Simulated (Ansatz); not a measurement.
# NiTe2 monolayer (1T): the cell at rest, part 2 of 2

Wanted: the relaxed cell of NiTe2 monolayer (1T).

Ansatz 0.2.0; DFT PBEsol, scalar-relativistic, plane waves, PAW.

So far. Step 2 (A coarse first look): The coarse mesh shows no gap.

**4. Bringing the structure to rest (continued)**

Valence density in the ac plane at fractional y = 0.333, with atoms of Te within 0.2 Å of it. It is the smooth field of the valence electrons, not physical close to the nuclei.

Values in units of 1e0 e/Å³, 24 rows by 14 columns, each cell a mean:
```
0.0 0.0 0.0 0.0 0.0 0.0 0.0 0.0 0.0 0.0 0.0 0.0 0.0 0.0
0.0 0.0 0.0 0.0 0.0 0.0 0.0 0.0 0.0 0.0 0.0 0.0 0.0 0.0
0.0 0.0 0.0 0.0 0.0 0.0 0.0 0.0 0.0 0.0 0.0 0.0 0.0 0.0
0.0 0.0 0.0 0.0 0.0 0.0 0.0 0.0 0.0 0.0 0.0 0.0 0.0 0.0
0.0 0.0 0.0 0.0 0.0 0.0 0.0 0.0 0.0 0.0 0.0 0.0 0.0 0.0
0.0 0.0 0.0 0.0 0.0 0.0 0.0 0.0 0.0 0.0 0.0 0.0 0.0 0.0
0.0 0.0 0.0 0.0 0.0 0.0 0.0 0.0 0.0 0.0 0.0 0.0 0.0 0.0
0.0 0.0 0.0 0.0 0.0 0.0 0.0 0.0 0.0 0.0 0.0 0.0 0.0 0.0
0.0 0.0 0.0 0.0 0.0 0.0 0.0 0.0 0.0 0.0 0.0 0.0 0.0 0.0
0.0 0.0 0.0 0.0 0.0 0.0 0.0 0.0 0.0 0.0 0.0 0.0 0.0 0.0
0.0 0.0 0.0 0.0 0.0 0.0 0.0 0.0 0.0 0.0 0.0 0.0 0.0 0.0
0.0 0.0 0.0 0.0 0.0 0.0 0.0 0.0 0.0 0.0 0.0 0.0 0.0 0.0
0.0 0.0 0.0 0.0 0.0 0.0 0.0 0.0 0.0 0.0 0.0 0.0 0.0 0.0
0.0 0.0 0.0 0.0 0.0 0.0 0.0 0.0 0.0 0.0 0.0 0.0 0.0 0.0
0.2 0.3 0.3 0.3 0.3 0.2 0.1 0.1 0.1 0.0 0.0 0.1 0.1 0.1
0.3 0.4 0.5 0.4 0.4 0.3 0.2 0.1 0.1 0.1 0.1 0.1 0.1 0.2
0.3 0.3 0.2 0.2 0.3 0.3 0.5 1.2 2.7 3.8 3.3 1.7 0.7 0.4
0.2 0.1 0.1 0.1 0.2 0.3 0.7 2.2 5.4 7.7 6.7 3.2 1.1 0.4
0.0 0.0 0.0 0.0 0.0 0.0 0.1 0.1 0.1 0.1 0.1 0.1 0.1 0.0
0.0 0.0 0.0 0.0 0.0 0.0 0.0 0.0 0.0 0.0 0.0 0.0 0.0 0.0
0.0 0.0 0.0 0.0 0.0 0.0 0.0 0.0 0.0 0.0 0.0 0.0 0.0 0.0
0.0 0.0 0.0 0.0 0.0 0.0 0.0 0.0 0.0 0.0 0.0 0.0 0.0 0.0
0.0 0.0 0.0 0.0 0.0 0.0 0.0 0.0 0.0 0.0 0.0 0.0 0.0 0.0
0.0 0.0 0.0 0.0 0.0 0.0 0.0 0.0 0.0 0.0 0.0 0.0 0.0 0.0
```
Columns run along a (3.7 Å), rows up along c (30.4 Å). Atoms in or near the plane, at fractional coordinates: Te at (0.67, 0.28).

**5. Tight relaxation**

Phonons need a cell at rest on their own settings, so the relaxation is repeated with tight tolerances on forces and stress, using the mesh and the filling of the phonon run that follows.

File input.yaml:

```yaml
crystal:
  lattice:
    - [3.6774082526, 0.0, 0.0]
    - [-1.8387041263, 3.1847289668, 0.0]
    - [0.0, 0.0, 30.424]
  atoms:
    - { symbol: Ni, position: [0.0, 0.0, 0.328687878] }
    - { symbol: Te, position: [0.3333333333, 0.6666666667, 0.374219933] }
    - { symbol: Te, position: [0.6666666667, 0.3333333333, 0.283155823] }
  periodic: [true, true, false]
kpoints:
  mp_grid: { grid: [15, 15, 1] }
hamiltonian:
  xc: pbesol
scf:
  occupations: { method: methfessel_paxton, width: 0.15 }
output:
  forces: true
  stress: true
  eigenvalues: true
  write_density: true
  write_potential: true
  elf: true
  volumetric_format: npy
relax:
  adjacent_minimum: "off"
  f_tol: 0.001
  max_steps: 60
  cell: { stress_2d_tol: 0.002 }
```

Run with:

```sh
$ ansatz run input.yaml --threads 8 --pin off --max-ram 14336MiB --backend cpu --events-out ev --progress --plain --runs-dir out
```

Numbers of over 12 decimals in the logs are rounded to 6 here.

Log:

```text
[...]
Crystal: 3 atoms, lattice volume = 356.312 Å³
Basis set: ecut = 420 eV, 6965 PW (Γ), exchange–correlation on 50×50×432 points (8 copies of the dense FFT grid, shifted against one another)
Bands: 30, of which v1, the nominal top of the filled ones, is band 25 counted from 1 (24 counted from 0)
Symmetry: 12 space group operations
[...]
k-points: 27 of 225
[...]
° read free of the cell's end (the report's vacuum.weakly_bound_levels)
--- Relaxed structure (5 steps of the walk, 5 accepted, 1 SCFs on fresh bases) ---
[...]
cell:  # Å, volume = 356.0361 Å³
    - [3.675983, 0.0, 0]
    - [-1.837992, 3.183495, 0]
    - [0, 0, 30.424]
  atoms:
    - { symbol: Ni, position: [0, 0, 0.328687878] }
    - { symbol: Te, position: [0.333333, 0.666667, 0.374256] }
    - { symbol: Te, position: [0.666667, 0.333333, 0.283120] }
[key lines of the parts left out:]
SCF converged after 10 iterations
Free energy (F): -19608.398523 eV
Fermi energy:    -4.531276 eV
P = ½ c Tr σ = -0.0000 N/m
```

Elapsed: 22 s, on 8 threads of Arm Neoverse V1, shared host; peak memory 1.1 GiB.

Little changed from the start: no atom moved by 0.005 Å and no cell edge by 0.1 %.

This step gave:

| Quantity | Value |
| --- | --- |
| area per atom | 3.901 Å² |

ELF in the ac plane at fractional y = 0.000, with atoms of Ni within 0.2 Å of it. It is the smooth field of the valence electrons, not physical close to the nuclei.

Ten even steps from '_' (0.00) to '@' (0.61), each cell a mean:
```
____________________________
____________________________
____________________________
____________________________
____________________________
____________________________
____________________________
____________________________
____________________________
____________________________
____________________________
____________________________
____________________________
______..::==++**++--::______
..::--++%%@@@@@@@@@@##==::..
++======**##****####++====++
**++====++**********++====++
..::--**%%@@@@@@@@@@%%++--::
______..--==******==::..____
____________________________
____________________________
____________________________
____________________________
____________________________
```
Columns run along a (3.7 Å), rows up along c (30.4 Å). Atoms in or near the plane, at fractional coordinates: Ni at (0.00, 0.33).

Valence density in the ac plane at fractional y = 0.000, with atoms of Ni within 0.2 Å of it. It is the smooth field of the valence electrons, not physical close to the nuclei.

Ten steps, logarithmic in the rise over the least value, from '0' (0 e/Å³) to '9' (16 e/Å³), each cell a mean:
```
00000000000000
00000000000000
00000000000000
00000000000000
00000000000000
00000000000000
00000000000000
00000000000000
00000000000000
00000000000000
00000000000000
00000000000000
00000000000000
00000000000000
00111122211100
98532222222368
98532222222369
00111222211110
00000000000000
00000000000000
00000000000000
00000000000000
00000000000000
00000000000000
```
Columns run along a (3.7 Å), rows up along c (30.4 Å). Atoms in or near the plane, at fractional coordinates: Ni at (0.00, 0.33).

Electrostatic potential energy in the ac plane at fractional y = 0.000, with atoms of Ni within 0.2 Å of it. With pseudopotentials it is smooth inside the atoms' cores, unlike the true potential.

Ten even steps from '0' (-13 eV) to '9' (0 eV), each cell a mean:
```
99999999999999
99999999999999
99999999999999
99999999999999
99999999999999
99999999999999
99999999999999
99999999999999
99999999999999
99999999999999
99999999999999
99999999999999
99999999999999
99999999999999
98876422346788
00124433344210
00024443454100
88876421246788
99999999999999
99999999999999
99999999999999
99999999999999
99999999999999
99999999999999
```
Columns run along a (3.7 Å; values clipped at the 3rd and 97th percentile), rows up along c (30.4 Å). Atoms in or near the plane, at fractional coordinates: Ni at (0.00, 0.33).

The largest force component left is 0.0087 meV/Å, within the tolerances set.

**6. Results**

```yaml
space_group_after_relaxation_within_0p01_a: P-3m1
lattice_constant_a: 3.676 Å
lattice_constant_b: 3.676 Å
area_per_atom: 3.90 Å²
```

What this shows: The largest force component left is 0.0087 meV/Å, within the tolerances set. The relaxation keeps the symmetry of its start, so it says nothing on stability against lower symmetry. The runs are without spin polarisation, although Ni often carries a moment. Spin-orbit coupling is left out, which can matter for the heavy elements here. The starting cell was built on a prototype and not taken from a measurement.

[Logs are printed without paths, hosts, clocks, repeated set-up lines and the standing remarks that a program may print on its own settings, such as how far it seeks lower states.]

[Hosts, paths, dates, database ids (printed as entryN), source tags and the programs' standing remarks are cut or masked in the printed files.]
